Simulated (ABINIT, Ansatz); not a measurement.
## A GW chain in ABINIT: MoS2 (P6_3/mmc)

Aim: the G0W0 gap of MoS2 (P6_3/mmc) on PBEsol, step by step.

Calculated with ABINIT 10.8.3; PBEsol and many-body steps on it, plane waves.

The database entry behind the starting cell differs from other determinations of this structure, so it need not match the best structure at room temperature.

## Step 1: The system as given

Symmetry: P6_3/mmc, No. 194, hexagonal system. Conventional cell: a = 3.169 Å, b = 3.169 Å, c = 12.324 Å, α = 90.00°, β = 90.00°, γ = 120.00°. Mo has 6 S at 2.41 Å nearest. S has 3 Mo at 2.41 Å nearest. Farther neighbours, and contacts between anions beyond the nearest, are not listed.

The cell and positions come from the Crystallography Open Database and are kept as given unless a step says otherwise.

## Step 2: Ground state

This step: ABINIT 10.8.3; DFT, PBEsol, plane waves, norm-conserving pseudopotentials.

The ground-state density comes first.

Input file run.abi:

```
acell 3*1.0 Angstrom
rprim 
  3.169000000004 -0.000000000001 0.000000000000
  -1.584500000001 2.744434504597 0.000000000000
  0.000000000000 0.000000000000 12.324000000000
ntypat 2
znucl 42 16
natom 6
typat 1 1 2 2 2 2
xred 
  0.333333333333 0.666666666667 0.250000000000
  0.666666666667 0.333333333333 0.750000000000
  0.333333333333 0.666666666667 0.623000000000
  0.666666666667 0.333333333333 0.123000000000
  0.333333333333 0.666666666667 0.877000000000
  0.666666666667 0.333333333333 0.377000000000
pp_dirpath "pseudos"
pseudos "Mo.upf, S.upf"
ecut 36
ngkpt 6 6 2
nshiftk 1
shiftk 0 0 0
kptopt 1
chksymbreak 0
nband 33
occopt 1
tolvrs 1e-10
nstep 60
prtwf 0
optforces 0
optstress 0
indata_prefix "in"
outdata_prefix "out"
tmpdata_prefix "tmp"
```

The run is started by

```sh
OMP_NUM_THREADS=1 mpirun -n 4 abinit run.abi > log
```

Output:

```text
.Version 10.8.3 of ABINIT. v10.8.2 released Aug 2026.

 Symmetries : space group P6_3/m m c (#194); Bravais hP (primitive hexag.)
================================================================================
 Values of the parameters that define the memory need of the present run
     intxc =       0    ionmov =       0      iscf =       7    lmnmax =       6
     lnmax =       6     mgfft =     128  mpssoang =       3    mqgrid =    6291
     natom =       6  nloc_mem =       1    nspden =       1   nspinor =       1
    nsppol =       1      nsym =      24    n1xccc =    2501    ntypat =       2
    occopt =       1   xclevel =       2
-    mband =          33        mffmem =           1         mkmem =           4
       mpw =        7490          nfft =      165888          nkpt =          14
================================================================================
  Rough estimation (10% accuracy) of disk space for files :
================================================================================

--------------------------------------------------------------------------------
------------- Echo of variables that govern the present computation ------------
--------------------------------------------------------------------------------
 -outvars: echo values of preprocessed input variables --------
            acell      1.8897261259E+00  1.8897261259E+00  1.8897261259E+00 Bohr

      chksymbreak           0
             ecut      3.60000000E+01 Hartree
-          fftalg         312

              ixc     -116133
              kpt      0.00000000E+00  0.00000000E+00  0.00000000E+00
                       1.66666667E-01  0.00000000E+00  0.00000000E+00
                       3.33333333E-01  0.00000000E+00  0.00000000E+00
                       5.00000000E-01  0.00000000E+00  0.00000000E+00
                       1.66666667E-01  1.66666667E-01  0.00000000E+00
                       3.33333333E-01  1.66666667E-01  0.00000000E+00
                       3.33333333E-01  3.33333333E-01  0.00000000E+00
                       0.00000000E+00  0.00000000E+00  5.00000000E-01
                       1.66666667E-01  0.00000000E+00  5.00000000E-01
                       3.33333333E-01  0.00000000E+00  5.00000000E-01
                       5.00000000E-01  0.00000000E+00  5.00000000E-01
[...]
kptrlatt        6    0    0      0    6    0      0    0    2
          kptrlen      3.59312526E+01
P           mkmem           4
            natom           6
            nband          33
            ngfft          36      36     128
             nkpt          14
            nstep          60
             nsym          24
           ntypat           2
              occ      2.000000  2.000000  2.000000  2.000000  2.000000  2.000000
                       2.000000  2.000000  2.000000  2.000000  2.000000  2.000000
                       2.000000  2.000000  2.000000  2.000000  2.000000  2.000000
                       2.000000  2.000000  2.000000  2.000000  2.000000  2.000000
                       2.000000  2.000000  0.000000  0.000000  0.000000  0.000000
[...]
optforces           0
        optstress           0
            prtwf           0
            rprim      3.1690000000E+00 -1.0000000000E-12  0.0000000000E+00
[...]
spgroup         194

           tolvrs      1.00000000E-10

             xred      3.3333333333E-01  6.6666666667E-01  2.5000000000E-01
[...]
znucl       42.00000   16.00000

================================================================================

 chkinp: Checking input parameters for consistency.

================================================================================
== DATASET  1 ==================================================================
-   mpi_nproc: 4, omp_nthreads: 1 (-1 if OMP is not activated)

--- !DatasetInfo
iteration_state: {dtset: 1, }
dimensions: {natom: 6, nkpt: 14, mband: 33, nsppol: 1, nspinor: 1, nspden: 1, mpw: 7490, }
cutoff_energies: {ecut:  36.0, pawecutdg:  -1.0, }
electrons: {nelect:   5.20000000E+01, charge:   0.00000000E+00, occopt:   1.00000000E+00, tsmear:   1.00000000E-02, }

 Real(R)+Recip(G) space primitive vectors, cartesian coordinates (Bohr,Bohr^-1):
 R(1)=  5.9885421  0.0000000  0.0000000  G(1)=  0.1669856  0.0964092  0.0000000
 R(2)= -2.9942710  5.1862296  0.0000000  G(2)=  0.0000000  0.1928183  0.0000000
 R(3)=  0.0000000  0.0000000 23.2889848  G(3)=  0.0000000  0.0000000  0.0429388
 Unit cell volume ucvol=  7.2330822E+02 bohr^3
 Angles (23,13,12)=  9.00000000E+01  9.00000000E+01  1.20000000E+02 degrees

 getcut: wavevector=  0.0000  0.0000  0.0000  ngfft=  36  36 128
         ecut(hartree)=     36.000   => boxcut(ratio)=   2.03490

--- Pseudopotential description ------------------------------------------------
- Mo Generated using ONCVPSP code by D. R. Hamann
- 42.00000  14.00000  180301                  znucl, zion, pspdat
12 -116133 2 -1 1640                          pspcod,pspxc,lmax,lloc,mmax
     nproj     2     2     2
  pspatm : epsatm=   15.94988793
         --- l  ekb(1:nproj) -->
[...]
pspatm: atomic psp has been read  and splines computed

- S Generated using ONCVPSP code by D. R. Hamann
- 16.00000   6.00000  180301                  znucl, zion, pspdat
12 -116133 2 -1 1146                          pspcod,pspxc,lmax,lloc,mmax
     nproj     2     2     2
  pspatm : epsatm=    8.71840686
         --- l  ekb(1:nproj) -->
[...]
pspatm: atomic psp has been read  and splines computed

   3.47221697E+03                                ecore*ucvol(ha*bohr**3)
--------------------------------------------------------------------------------

_setup2: Arith. and geom. avg. npw (full set) are    7464.403    7464.370

================================================================================

--- !BeginCycle
iteration_state: {dtset: 1, }
solver: {iscf: 7, nstep: 60, nline: 4, wfoptalg: 0, }
tolerances: {tolvrs: 1.00E-10, }

     iter   Etot(hartree)      deltaE(h)  residm     vres2
 ETOT  1  -184.28441965767    -1.843E+02 9.478E-02 3.137E+03
 ETOT  2  -182.49121353617     1.793E+00 3.757E-02 2.608E+04
 ETOT  3  -184.83026293480    -2.339E+00 1.042E-02 2.789E+00
 ETOT  4  -184.83230528162    -2.042E-03 3.515E-03 4.495E+00
 ETOT  5  -184.83261114808    -3.059E-04 4.042E-04 5.280E-01
 ETOT  6  -184.83266897886    -5.783E-05 4.814E-04 1.382E-01
 ETOT  7  -184.83267507841    -6.100E-06 2.497E-04 1.607E-03
 ETOT  8  -184.83267520982    -1.314E-07 3.517E-04 4.522E-06
 ETOT  9  -184.83267521099    -1.167E-09 1.801E-04 3.002E-06
 ETOT 10  -184.83267521122    -2.300E-10 2.442E-04 1.102E-07
 ETOT 11  -184.83267521124    -2.308E-11 1.224E-04 5.777E-09
 ETOT 12  -184.83267521125    -9.209E-12 1.887E-04 1.587E-10
 ETOT 13  -184.83267521124     5.116E-12 7.934E-05 2.076E-11

 At SCF step   13       vres2   =  2.08E-11 < tolvrs=  1.00E-10 =>converged.

--- !ResultsGS
iteration_state: {dtset: 1, }
comment   : Summary of ground state results
lattice_vectors:
- [  5.9885421,  -0.0000000,   0.0000000, ]
- [ -2.9942710,   5.1862296,   0.0000000, ]
- [  0.0000000,   0.0000000,  23.2889848, ]
lattice_lengths: [   5.98854,    5.98854,   23.28898, ]
lattice_angles: [ 90.000,  90.000, 120.000, ] # degrees, (23, 13, 12)
lattice_volume:   7.2330822E+02
convergence: {deltae:  5.116E-12, res2:  2.076E-11, residm:  7.934E-05, diffor:  0.000E+00, }
etotal    :  -1.84832675E+02
entropy   :   0.00000000E+00
fermie    :   3.08644635E-01
cartesian_stress_tensor: null
pressure_GPa: null
xred      :
- [  3.3333E-01,   6.6667E-01,   2.5000E-01, Mo]
- [  6.6667E-01,   3.3333E-01,   7.5000E-01, Mo]
- [  3.3333E-01,   6.6667E-01,   6.2300E-01,  S]
- [  6.6667E-01,   3.3333E-01,   1.2300E-01,  S]
- [  3.3333E-01,   6.6667E-01,   8.7700E-01,  S]
- [  6.6667E-01,   3.3333E-01,   3.7700E-01,  S]
cartesian_forces: null
force_length_stats: {min: null, max: null, mean: null, }

 Integrated electronic density in atomic spheres:
 ------------------------------------------------
 Atom  Sphere_radius  Integrated_density
[...]
================================================================================

 ----iterations are completed or convergence reached----

 Mean square residual over all n,k,spin=   47.439E-08; max=  79.343E-06
 reduced coordinates (array xred) for    6 atoms
[...]
0.666667      0.333333      0.750000
       0.333333      0.666667      0.623000
       0.666667      0.333333      0.123000
       0.333333      0.666667      0.877000
       0.666667      0.333333      0.377000
 rms dE/dt=  0.0000E+00; max dE/dt=  0.0000E+00; dE/dt below (all hartree)
    1       0.000000      0.000000      0.000000
    2       0.000000      0.000000      0.000000
    3       0.000000      0.000000      0.000000
    4       0.000000      0.000000      0.000000
    5       0.000000      0.000000      0.000000
    6       0.000000      0.000000      0.000000

 cartesian coordinates (angstrom) at end:
    1      6.7e-13     1.829623     3.081000
    2      1.584500     0.914812     9.243000
    3      6.7e-13     1.829623     7.677852
    4      1.584500     0.914812     1.515852
    5      6.7e-13     1.829623    10.808148
    6      1.584500     0.914812     4.646148
 length scales=  1.889726  1.889726  1.889726 bohr
              =  1.000000  1.000000  1.000000 angstroms
 prteigrs : about to open file out_EIG
 Fermi (or HOMO) energy (hartree) =   0.30864   Average Vxc (hartree)=  -0.40933
 Eigenvalues (hartree) for nkpt=  14  k points:
 kpt#   1, nband= 33, wtk=  0.01389, kpt=  0.0000  0.0000  0.0000 (reduced coord)
  -1.94923   -1.94923   -1.00052   -1.00052   -0.99182   -0.99182   -0.99182   -0.99182
  -0.24099   -0.23091   -0.19606   -0.17942    0.05456    0.09324    0.17893    0.18792
   0.18792    0.18840    0.18840    0.22846    0.22846    0.23018    0.23018    0.26514
   0.26561    0.30864    0.38561    0.38578    0.38663    0.38671    0.39220    0.39236
   0.39864
 prteigrs : prtvol=0 or 1, do not print more k-points.

--- !EnergyTerms
iteration_state     : {dtset: 1, }
comment             : Components of total free energy in Hartree
kinetic             :  5.986702E+01
hartree             :  5.392475E+01
xc                  : -3.313016E+01
Ewald energy        : -1.198475E+02
psp_core            :  4.800467E+00
local_psp           : -1.737060E+02
non_local_psp       :  2.325872E+01
total_energy        : -1.848327E+02
total_energy_eV     : -5.029553E+03
band_energy         : -1.623975E+01

== END DATASET(S) ==============================================================
================================================================================

 -outvars: echo values of variables after computation  --------
           etotal     -1.8483267521E+02
            nband          33
             nkpt          14
          spgroup         194
 [... the other variables as echoed above ...]

 Calculation completed.
```

Elapsed: 44 s, on 4 MPI ranks of Arm Neoverse V2, shared host; peak memory 0.5 GiB.

This step gave:

| Item | Value |
| --- | --- |
| total energy | -5029.5533 eV |
| gap | 0.8460 eV |
| k of the valence top | 0, 0, 0 |
| k of the conduction bottom | 0.1667, 0.1667, 0 |
| least direct gap | 1.652 eV |

The gap is indirect, with the least direct gap 0.81 eV higher.

## Step 3: Empty states on the mesh, 3×3×1 mesh, 220 bands

The sums over transitions need many empty states on a uniform mesh; this step solves for them.

run.abi, as its differences from that of step 2:

```diff
@@ -19,3 +19,3 @@
 ecut 36
-ngkpt 6 6 2
+ngkpt 3 3 1
 nshiftk 1
@@ -24,9 +24,10 @@
 chksymbreak 0
-nband 33
-occopt 1
-tolvrs 1e-10
+iscf -2
+irdden 1
+istwfk *1
+nband 220
+nbdbuf 20
+tolwfr 1e-09
 nstep 60
-prtwf 0
-optforces 0
-optstress 0
+prtvol 0
 indata_prefix "in"
```

Output:

```text
.Version 10.8.3 of ABINIT. v10.8.2 released Aug 2026.

 Symmetries : space group P6_3/m m c (#194); Bravais hP (primitive hexag.)
[... echo of the input left out ...]
== DATASET  1 ==================================================================
-   mpi_nproc: 4, omp_nthreads: 1 (-1 if OMP is not activated)
-    --> not optimal distribution: autoparal keyword recommended in input file <--

--- !DatasetInfo
iteration_state: {dtset: 1, }
dimensions: {natom: 6, nkpt: 3, mband: 220, nsppol: 1, nspinor: 1, nspden: 1, mpw: 7476, }
cutoff_energies: {ecut:  36.0, pawecutdg:  -1.0, }
electrons: {nelect:   5.20000000E+01, charge:   0.00000000E+00, occopt:   1.00000000E+00, tsmear:   1.00000000E-02, }

 Real(R)+Recip(G) space primitive vectors, cartesian coordinates (Bohr,Bohr^-1):
 R(1)=  5.9885421  0.0000000  0.0000000  G(1)=  0.1669856  0.0964092  0.0000000
 R(2)= -2.9942710  5.1862296  0.0000000  G(2)=  0.0000000  0.1928183  0.0000000
 R(3)=  0.0000000  0.0000000 23.2889848  G(3)=  0.0000000  0.0000000  0.0429388
 Unit cell volume ucvol=  7.2330822E+02 bohr^3
 Angles (23,13,12)=  9.00000000E+01  9.00000000E+01  1.20000000E+02 degrees

 getcut: wavevector=  0.0000  0.0000  0.0000  ngfft=  36  36 128
         ecut(hartree)=     36.000   => boxcut(ratio)=   2.03490

--- Pseudopotential description ------------------------------------------------
- Mo Generated using ONCVPSP code by D. R. Hamann
- 42.00000  14.00000  180301                  znucl, zion, pspdat
12 -116133 2 -1 1640                          pspcod,pspxc,lmax,lloc,mmax
     nproj     2     2     2
  pspatm : epsatm=   15.94988793
         --- l  ekb(1:nproj) -->
             0   13.816922    1.348814
             1    7.998851    1.130086
             2    2.759390    0.956378
 pspatm: atomic psp has been read  and splines computed

- S Generated using ONCVPSP code by D. R. Hamann
- 16.00000   6.00000  180301                  znucl, zion, pspdat
12 -116133 2 -1 1146                          pspcod,pspxc,lmax,lloc,mmax
     nproj     2     2     2
  pspatm : epsatm=    8.71840686
         --- l  ekb(1:nproj) -->
[...]
pspatm: atomic psp has been read  and splines computed

--------------------------------------------------------------------------------

================================================================================
 prteigrs : about to open file out_EIG
 Non-SCF case, kpt    1 (  0.00000  0.00000  0.00000), residuals and eigenvalues=
  2.82E-10  3.81E-10  7.90E-10  6.18E-10  1.79E-10  2.14E-10  2.89E-10  8.73E-10
  1.06E-10  2.23E-10  1.67E-10  1.72E-10  2.44E-10  5.36E-10  1.99E-10  1.25E-10
  8.49E-10  4.43E-10  8.78E-10  1.56E-10  2.55E-10  3.04E-10  3.31E-10  2.14E-10
[...]
1.08E-04  1.54E-05  1.99E-04  1.19E-03
 -1.9492E+00 -1.9492E+00 -1.0005E+00 -1.0005E+00 -9.9182E-01 -9.9182E-01
 -9.9182E-01 -9.9182E-01 -2.4099E-01 -2.3091E-01 -1.9606E-01 -1.7942E-01
  5.4561E-02  9.3239E-02  1.7893E-01  1.8792E-01  1.8792E-01  1.8840E-01
[...]
2.8076E+00  2.8076E+00  2.8512E+00  2.8512E+00  2.8606E+00  2.8682E+00
  2.8778E+00  2.8778E+00  2.8912E+00  2.8956E+00  2.8956E+00  2.9211E+00
  2.9213E+00  2.9361E+00  2.9369E+00  2.9705E+00
 prteigrs : prtvol=0 or 1, do not print more k-points.

--- !ResultsGS
iteration_state: {dtset: 1, }
comment   : Summary of ground state results
lattice_vectors:
- [  5.9885421,  -0.0000000,   0.0000000, ]
- [ -2.9942710,   5.1862296,   0.0000000, ]
- [  0.0000000,   0.0000000,  23.2889848, ]
lattice_lengths: [   5.98854,    5.98854,   23.28898, ]
lattice_angles: [ 90.000,  90.000, 120.000, ] # degrees, (23, 13, 12)
lattice_volume:   7.2330822E+02
convergence: {deltae:  0.000E+00, res2:  0.000E+00, residm:  9.972E-10, diffor:  0.000E+00, }
etotal    :  -1.84832675E+02
entropy   :   0.00000000E+00
fermie    :   3.08644635E-01
cartesian_stress_tensor: null
pressure_GPa: null
xred      :
- [  3.3333E-01,   6.6667E-01,   2.5000E-01, Mo]
- [  6.6667E-01,   3.3333E-01,   7.5000E-01, Mo]
- [  3.3333E-01,   6.6667E-01,   6.2300E-01,  S]
- [  6.6667E-01,   3.3333E-01,   1.2300E-01,  S]
- [  3.3333E-01,   6.6667E-01,   8.7700E-01,  S]
- [  6.6667E-01,   3.3333E-01,   3.7700E-01,  S]
cartesian_forces: null
force_length_stats: {min: null, max: null, mean: null, }

 Integrated electronic density in atomic spheres:
 ------------------------------------------------
 Atom  Sphere_radius  Integrated_density
[...]
================================================================================

 ----iterations are completed or convergence reached----

 Mean square residual over all n,k,spin=   35.223E-11; max=  99.716E-11
 reduced coordinates (array xred) for    6 atoms
[...]
0.333333      0.666667      0.877000
       0.666667      0.333333      0.377000

 cartesian coordinates (angstrom) at end:
    1      6.7e-13     1.829623     3.081000
[...]
6      1.584500     0.914812     4.646148
 length scales=  1.889726  1.889726  1.889726 bohr
              =  1.000000  1.000000  1.000000 angstroms
 prteigrs : about to open file out_EIG
 Eigenvalues (hartree) for nkpt=   3  k points:
 kpt#   1, nband=220, wtk=  0.11111, kpt=  0.0000  0.0000  0.0000 (reduced coord)
[...]
2.79185    2.79185    2.80180    2.80753    2.80762    2.80762    2.85115    2.85115
   2.86057    2.86823    2.87780    2.87780    2.89120    2.89557    2.89558    2.92114
   2.92131    2.93614    2.93687    2.97053
 prteigrs : prtvol=0 or 1, do not print more k-points.

== END DATASET(S) ==============================================================
================================================================================

 -outvars: echo values of variables after computation  --------
            nband         220
             nkpt           3
          spgroup         194
 [... the other variables as echoed above ...]

 Calculation completed.
```

It took 74 s on 4 MPI ranks; peak memory 0.44 GiB.

Read from the output:

| Quantity | Value |
| --- | --- |
| gap | 1.037 eV |
| k of the valence top | 0, 0, 0 |
| k of the conduction bottom | 0.3333, 0.3333, 0 |
| least direct gap | 1.652 eV |
| k points computed | 3 |
| lowest point of the top converged band, above the valence top | 67.2012 eV |

On this mesh the gap is 1.037 eV. The earlier step found 0.846 eV, so this mesh misses an edge.

(Continued in part 2 of 2.)

[Long decimals in the printed logs are rounded to 6 places.]

[Logs are printed without paths, hosts, clocks, repeated set-up lines and the standing remarks that a program may print on its own settings, such as how far it seeks lower states.]

[Paths, hosts, dates, memory and timing lines, banners, echoed tables and standing remarks are left out of the program output; an Ansatz launch command may be rebuilt from the run's recorded settings. Measured values are a selection of at most five: reports struck by readers or far from the other reports are left out. None is set beside runs whose start may be inverted or whose files or cutoffs have a known fault.]

[Runs of the session that timed out or met a known fault of the program may be left out.]

[Hosts, paths, dates, database ids (printed as entryN), source tags and the programs' standing remarks are cut or masked in the printed files.]

[G0W0 gaps are taken among the corrected bands and points alone; a level outside them can change the order at an edge.]

[Where Ansatz stands beside ABINIT at settings called matched, ABINIT's density can come from a denser mesh and the files from another edition; pairs whose starting gaps differed by over 0.03 eV were left out, so agreement reads better than it is.]
